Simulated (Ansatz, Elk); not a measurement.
**TaH3: X-ray structure factors from the self-consistent density**

The structure of TaH3 used here is made up (a known structure type with other elements) and was relaxed beforehand with r2SCAN. The aim is the Fourier transform of its all-electron density, F(hkl), set beside the sum over free spherical atoms that refinements use.

Calculated with Elk 11.2.3 (patched build); DFT, PBE, all-electron APW+lo, Dirac cores, scalar-relativistic bands, static density, no spin.

The structure was built from a prototype and need not be the compound's stable phase.

### 1. Starting point

Symmetry: Pm-3m, No. 221, cubic system. The conventional cell has a = 2.973 Å, b = 2.973 Å, c = 2.973 Å, α = 90.00°, β = 90.00°, γ = 90.00°. Ta has 12 H at 2.10 Å nearest. Nearest to H lie 4 Ta at 2.10 Å and 8 H at 2.10 Å. Farther neighbours are not listed.

Coordinates:

```cif
data_structure
_symmetry_space_group_name_H-M 'Pm-3m'
_symmetry_Int_Tables_number 221
_cell_length_a 2.9735
_cell_length_b 2.9735
_cell_length_c 2.9735
_cell_angle_alpha 90.000
_cell_angle_beta 90.000
_cell_angle_gamma 90.000
_cell_volume 26.29
loop_
_atom_site_label
_atom_site_type_symbol
_atom_site_symmetry_multiplicity
_atom_site_Wyckoff_symbol
_atom_site_fract_x
_atom_site_fract_y
_atom_site_fract_z
_atom_site_occupancy
Ta1 Ta 1 a 0.00000 0.00000 0.00000 1
H1 H 3 c 0.50000 0.50000 0.00000 1
```

### 2. Ground state and structure factors

An all-electron density is needed, since X-rays see the cores too. Task 0 finds the density and task 195 Fourier-transforms it; tshift is off so that phases refer to the origin typed.

File elk.in:

```
tasks
  0
  195

xctype
  20

spinpol
  .false.

rgkmax
  7.0

gmaxvr
  14.0

lmaxo
  7

lmaxapw
  8

swidth
  0.002

tshift
  .false.

ramdisk
  .false.

hmaxvr
  5.5

maxscl
  120

epspot
  1e-06

sppath
  './'

avec
  5.61904752287 -0.00000000000 -0.00000000000
  0.00000000000 5.61904752287 -0.00000000000
  -0.00000000000 -0.00000000000 5.61904752287

atoms
  2
  'Ta.in'
  1
  -0.0000000000 -0.0000000000 -0.0000000000   0.000000 0.000000 0.000000
  'H.in'
  3
  0.5000000000 0.5000000000 0.0000000000   0.000000 0.000000 0.000000
  0.5000000000 0.0000000000 0.5000000000   0.000000 0.000000 0.000000
  -0.0000000000 0.5000000000 0.5000000000   0.000000 0.000000 0.000000

ngridk
  8 8 8
```

Launch:

```console
OMP_NUM_THREADS=4 elk
```

Numbers of over 12 decimals in the logs are rounded to 6 here.

The log of the run:

```text
┌─────────────────────────┐
│ Elk code version 11.2.3 │
└─────────────────────────┘

All units are atomic (Hartree, Bohr, etc.)

┌─────────────────────────────────────────────────┐
│ Ground-state run starting from atomic densities │
└─────────────────────────────────────────────────┘

Lattice vectors :
   5.619047523      -0.000000000      -0.000000000
   0.000000000       5.619047523      -0.000000000
  -0.000000000      -0.000000000       5.619047523

Reciprocal lattice vectors :
   1.118194014       0.000000000       0.000000000
   0.000000000       1.118194014       0.000000000
   0.000000000       0.000000000       1.118194014

Unit cell volume      :    177.4140930
Brillouin zone volume :    1.398142668

Muffin-tin inner radius fraction :   0.1000000000E-01

Nuclei treated as point charges

Species : 1 (Ta)
 parameters loaded from : Ta.in
 name : tantalum
 nuclear charge    :   -73.00000000
 electronic charge :    73.00000000
 atomic mass :    329847.8435
 muffin-tin radius :    2.615511071
 number of radial points in muffin-tin :   1393
 inner part over the whole radius :   0.9999429752E-02
 number on inner part of muffin-tin    :    998
 approximate nuclear radius :   0.1005189763E-03
 number of mesh points to nuclear radius :    521
 atomic positions (lattice), magnetic fields (Cartesian) :
  1 :   0.00000000  0.00000000  0.00000000    0.00000000  0.00000000  0.00000000

Species : 2 (H)
 parameters loaded from : H.in
 name : hydrogen
 nuclear charge    :   -1.000000000
 electronic charge :    1.000000000
 atomic mass :    1837.362221
 muffin-tin radius :    1.307755536
 number of radial points in muffin-tin :    393
 inner part over the whole radius :   0.9936059670E-02
 number on inner part of muffin-tin    :    258
 approximate nuclear radius :   0.2766748019E-04
 number of mesh points to nuclear radius :     78
 atomic positions (lattice), magnetic fields (Cartesian) :
  1 :   0.50000000  0.50000000  0.00000000    0.00000000  0.00000000  0.00000000
  2 :   0.50000000  0.00000000  0.50000000    0.00000000  0.00000000  0.00000000
  3 :   0.00000000  0.50000000  0.50000000    0.00000000  0.00000000  0.00000000

Total number of atoms per unit cell :    4
Total muffin-tin volume :    103.0530846
 ratio of muffin-tin to unit cell volume :   0.5808618855

Spin treatment :
 spin-unpolarised

Number of Bravais lattice symmetries :   48
Number of crystal symmetries         :   48
Crystal has inversion symmetry
Real symmetric eigensolver will be used

k-point grid :      8     8     8
k-point offset :    0.000000000       0.000000000       0.000000000
k-point set is reduced with full crystal symmetry group
Total number of k-points :       35

Muffin-tin radius times maximum |G+k| :    7.000000000
 using average radius
Maximum |G+k| for APW functions       :    4.282145896
Maximum (1/2)|G+k|²                   :    9.168386736
Maximum |G| for potential and density :    14.00000000
Constant for pseudocharge density :    9
 order of it for each species :   16  16
 order of it for pair densities of each species (exact exchange by exxq0 0: 17) :   16   5
Radial integration step length :    1

G-vector grid sizes :     27    27    27
Number of G-vectors :     8217

Maximum angular momentum used for
 APW functions            :    8
 outer part of muffin-tin :    7
 inner part of muffin-tin :    2

Total nuclear charge    :   -76.00000000
Total core charge       :    46.00000000
Total valence charge    :    30.00000000
Total excess charge     :    0.000000000
Total electronic charge :    76.00000000

Effective Wigner radius, rₛ :   0.8229282499

Number of empty states         :     16
Total number of valence states :     32
Total number of core states    :     46

Third-order local-orbitals added for an l without core states : T
Total number of local-orbitals :     58

Exchange-correlation functional :     20     0     0
 Perdew-Burke-Ernzerhof, Phys. Rev. Lett. 77, 3865 (1996)
 gradient requirement :    1
[...]
electron entropic           :    -0.38218141176017E-03
 total energy                :     -15628.371648991

Density of states at Fermi energy :    28.45735931
 (states/Hartree/unit cell)

Estimated indirect band gap :   0.3371558259E-02
 from k-point 28 to k-point 9
Estimated direct band gap   :   0.1319487804E-01
 at k-point 4

Charges :
 core                        :    46.00000000
 valence                     :    30.00000000
 interstitial                :    2.551652011
 muffin-tins (core leakage)
  species : 1 (Ta)
   atom 1                    :    71.00251382     (  0.4679516010E-06)
  species : 2 (H)
   atom 1                    :   0.8152780563     (   0.000000000    )
   atom 2                    :   0.8152780563     (   0.000000000    )
   atom 3                    :   0.8152780563     (   0.000000000    )
 total in muffin-tins        :    73.44834799
 total calculated charge     :    75.99826446
 total charge                :    76.00000000
 error                       :   0.1735540944E-02

RMS change in Kohn-Sham potential (target) :    49.01083300     (  0.1000000000E-05)
Absolute change in total energy (target)   :   0.1221034993     (  0.1000000000E-03)

[... loops 3 to 19 left out ...]

┌──────────────────┐
│ Loop number : 20 │
└──────────────────┘

Energies :
 Fermi                       :     0.410898
 sum of occupied eigenvalues :     -9560.1602226317
 electron kinetic            :      17543.685988676
 core electron kinetic       :      16953.336110973
 Coulomb                     :     -32852.815216147
 Coulomb potential           :     -26686.878431833
 nuclear-nuclear             :     -1369.1921997872
 electron-nuclear            :     -36303.446281909
 Hartree                     :      4819.8232655491
 Madelung                    :     -19509.376000230
 xc potential                :     -416.96777947512
 exchange                    :     -314.19372606851
 correlation                 :     -4.529689
 electron entropic           :    -0.30620550422485E-03
 total energy                :     -15627.852948769

Density of states at Fermi energy :    19.97226788
 (states/Hartree/unit cell)

Estimated indirect band gap :   0.7034548031E-02
 from k-point 28 to k-point 4
Estimated direct band gap   :   0.1904203910E-01
 at k-point 17

Charges :
 core                        :    46.00000000
 valence                     :    30.00000000
 interstitial                :    2.458584113
 muffin-tins (core leakage)
  species : 1 (Ta)
   atom 1                    :    71.30894345     (  0.4187461755E-06)
  species : 2 (H)
[...]
total in muffin-tins        :    73.54141589
 total calculated charge     :    75.99832232
 total charge                :    76.00000000
 error                       :   0.1677678014E-02

RMS change in Kohn-Sham potential (target) :   0.3850203931E-06 (  0.1000000000E-05)
Absolute change in total energy (target)   :   0.2220913302E-06 (  0.1000000000E-03)

Convergence targets achieved

┌──────────────────┐
│ Loop number : 21 │
└──────────────────┘

Energies :
 Fermi                       :     0.410898
 sum of occupied eigenvalues :     -9560.1602227128
 electron kinetic            :      17543.685988577
 core electron kinetic       :      16953.336110901
 Coulomb                     :     -32852.815216100
 Coulomb potential           :     -26686.878431800
 nuclear-nuclear             :     -1369.1921997872
 electron-nuclear            :     -36303.446281849
 Hartree                     :      4819.8232655362
 Madelung                    :     -19509.376000200
 xc potential                :     -416.96777949029
 exchange                    :     -314.19372606807
 correlation                 :     -4.529689
 electron entropic           :    -0.30620550422791E-03
 total energy                :     -15627.852948821

Density of states at Fermi energy :    19.97226788
 (states/Hartree/unit cell)

Estimated indirect band gap :   0.7034548031E-02
 from k-point 28 to k-point 4
Estimated direct band gap   :   0.1904203910E-01
 at k-point 17

Charges :
 core                        :    46.00000000
 valence                     :    30.00000000
 interstitial                :    2.458584113
 muffin-tins (core leakage)
  species : 1 (Ta)
   atom 1                    :    71.30894345     (  0.4187453797E-06)
  species : 2 (H)
   atom 1                    :   0.7441574791     (   0.000000000    )
   atom 2                    :   0.7441574791     (   0.000000000    )
   atom 3                    :   0.7441574791     (   0.000000000    )
 total in muffin-tins        :    73.54141589
 total calculated charge     :    75.99832232
 total charge                :    76.00000000
 error                       :   0.1677678013E-02

┌──────────────────────────────┐
│ Self-consistent loop stopped │
└──────────────────────────────┘

Wrote STATE.OUT
```

The job ended after 14 s (4 threads of Intel Xeon Platinum 8375C at 2.90GHz (Ice Lake), shared host; peak memory 0.16 GiB).

SFACRHO.OUT:

```text

h k l indices transformed by vhmat matrix:
   1.000000000       0.000000000       0.000000000    
   0.000000000       1.000000000       0.000000000    
   0.000000000       0.000000000       1.000000000    

      h      k      l  multipl.   |H|            Re(F)            Im(F)           |F|

      0      0      0      1   0.0000000       76.000000     -0.13475955E-16   76.000000    
      0      0     -1      6   1.1181940       63.222404      0.12233285E-15   63.222404    
      1     -1      0     12   1.5813651       58.333875     -0.18509666E-17   58.333875    
     -1      1      1      8   1.9367688       56.180118      0.11480647E-15   56.180118    
      0      2      0      6   2.2363880       53.261229      0.19664379E-15   53.261229    
     -1     -2      0     24   2.5003578       49.718083      0.12451701E-15   49.718083    
     -1      1     -2     24   2.7390048       47.581112      0.19869403E-15   47.581112    
     -2      2      0     12   3.1627303       44.404245      0.18895804E-16   44.404245    
     -3      0      0      6   3.3545820       42.708156      0.24064125E-15   42.708156    
      2     -1      2     24   3.3545820       42.535140      0.60672658E-16   42.535140    
      1      3      0     24   3.5360400       41.279391     -0.36025319E-16   41.279391    
     -3     -1     -1     24   3.7086300       40.267296     -0.21270359E-15   40.267296    
     -2      2     -2      8   3.8735377       39.057593     -0.69025638E-16   39.057593    
      0     -2      3     24   4.0317059       37.842596     -0.15776901E-15   37.842596    
      1     -3     -2     48   4.1838989       36.868437     -0.15132963E-16   36.868437    
      0      0      4      6   4.4727761       35.326625     -0.21802607E-16   35.326625    
     -2      2     -3     24   4.6104320       34.329775      0.52306286E-16   34.329775    
      1      0     -4     24   4.6104320       34.382591     -0.26621792E-16   34.382591
```

Elk indexes on the primitive cell of elk.in and gives |H| = 4π sin θ/λ in inverse bohr. Below, one row stands for each form hkl of the conventional cell (m members, Friedel mates merged), F is for one primitive cell and the density is static (no thermal factor). Free-atom factors are Waasmaier and Kirfel's, and R is Σm||F|−|F'||/Σm|F|.

| hkl | m | sin θ/λ (Å⁻¹) | abs F, DFT | neutral atoms | diff. |
| --- | --- | --- | --- | --- | --- |
| 100 | 6 | 0.168 | 63.222 | 63.317 | -0.095 |
| 110 | 12 | 0.238 | 58.334 | 58.665 | -0.331 |
| 111 | 8 | 0.291 | 56.180 | 56.221 | -0.041 |
| 200 | 6 | 0.336 | 53.261 | 53.037 | +0.224 |
| 210 | 24 | 0.376 | 49.718 | 49.773 | -0.055 |
| 211 | 24 | 0.412 | 47.581 | 47.636 | -0.055 |
| 220 | 12 | 0.476 | 44.404 | 44.445 | -0.040 |
| 300 | 6 | 0.504 | 42.708 | 42.643 | +0.065 |
| 221 | 24 | 0.504 | 42.535 | 42.643 | -0.108 |
| 310 | 24 | 0.532 | 41.279 | 41.311 | -0.032 |
| 311 | 24 | 0.558 | 40.267 | 40.300 | -0.033 |
| 222 | 8 | 0.583 | 39.058 | 39.160 | -0.102 |
| 320 | 24 | 0.606 | 37.843 | 37.951 | -0.109 |
| 321 | 48 | 0.629 | 36.868 | 36.991 | -0.123 |
| 400 | 6 | 0.673 | 35.327 | 35.360 | -0.033 |
| 322 | 24 | 0.693 | 34.330 | 34.454 | -0.124 |
| 410 | 24 | 0.693 | 34.383 | 34.454 | -0.071 |
| 411 | 24 | 0.713 | 33.627 | 33.701 | -0.075 |
| 330 | 12 | 0.713 | 33.599 | 33.701 | -0.102 |
| 331 | 24 | 0.733 | 32.991 | 33.069 | -0.078 |
| 420 | 24 | 0.752 | 32.334 | 32.384 | -0.050 |
| 421 | 48 | 0.771 | 31.601 | 31.664 | -0.063 |

### 3. The highest occupied states alone

An energy window below the Fermi level keeps the highest occupied states, to see at which angles they scatter; shallow core shells can lie inside it and anion s states outside. No new self-consistency is needed.

Edit elk.in of step 2 so:

```diff
@@ -1,3 +1,2 @@
 tasks
-  0
   195
@@ -40,2 +39,5 @@
 
+wsfac
+  -0.140340 0.710900
+
 sppath
```

Launch:

```console
OMP_NUM_THREADS=4 elk
```

The log of the run:

```text
┌─────────────────────────────────┐
│ Elk code version 11.2.3 started │
└─────────────────────────────────┘

Info(readinput): the functional depends on the density's gradient
 muffin-tin radial points multiplied by    2.00000
 (not where nrmtscf is given)

┌────────────────────┐
│ Current task : 195 │
└────────────────────┘
Info(checkmt): changed muffin-tin radius of species 1 (Ta) from   2.8000 to   2.6155
Info(checkmt): changed muffin-tin radius of species 2 (H) from   1.4000 to   1.3078

Info(sfacrho): density structure factors written to SFACRHO.OUT

 Energy window :  -0.1403400000      0.7109000000

┌──────────────────┐
│ Elk code stopped │
└──────────────────┘
```

Wall time 1.9 s (4 threads); peak memory 0.16 GiB.

States within 15 eV below the Fermi level hold 8.00 electrons; any levels below the window count with the cores. Their amplitudes can exceed the total, where window and core parts have opposite phase:

| hkl | sin θ/λ (Å⁻¹) | abs F, window | abs F, all |
| --- | --- | --- | --- |
| 100 | 0.168 | 0.407 | 63.222 |
| 110 | 0.238 | 0.315 | 58.334 |
| 111 | 0.291 | 0.959 | 56.180 |
| 200 | 0.336 | 0.921 | 53.261 |
| 210 | 0.376 | 0.150 | 49.718 |
| 211 | 0.412 | 0.148 | 47.581 |
| 220 | 0.476 | 0.227 | 44.404 |
| 300 | 0.504 | 0.028 | 42.708 |
| 221 | 0.504 | 0.143 | 42.535 |
| 310 | 0.532 | 0.041 | 41.279 |

[end of part 1 of 2]

[Logs are printed without paths, hosts, clocks, repeated set-up lines and the standing remarks that a program may print on its own settings, such as how far it seeks lower states.]

[Hosts, paths, dates, database ids (printed as entryN), source tags and the programs' standing remarks are cut or masked in the printed files.]
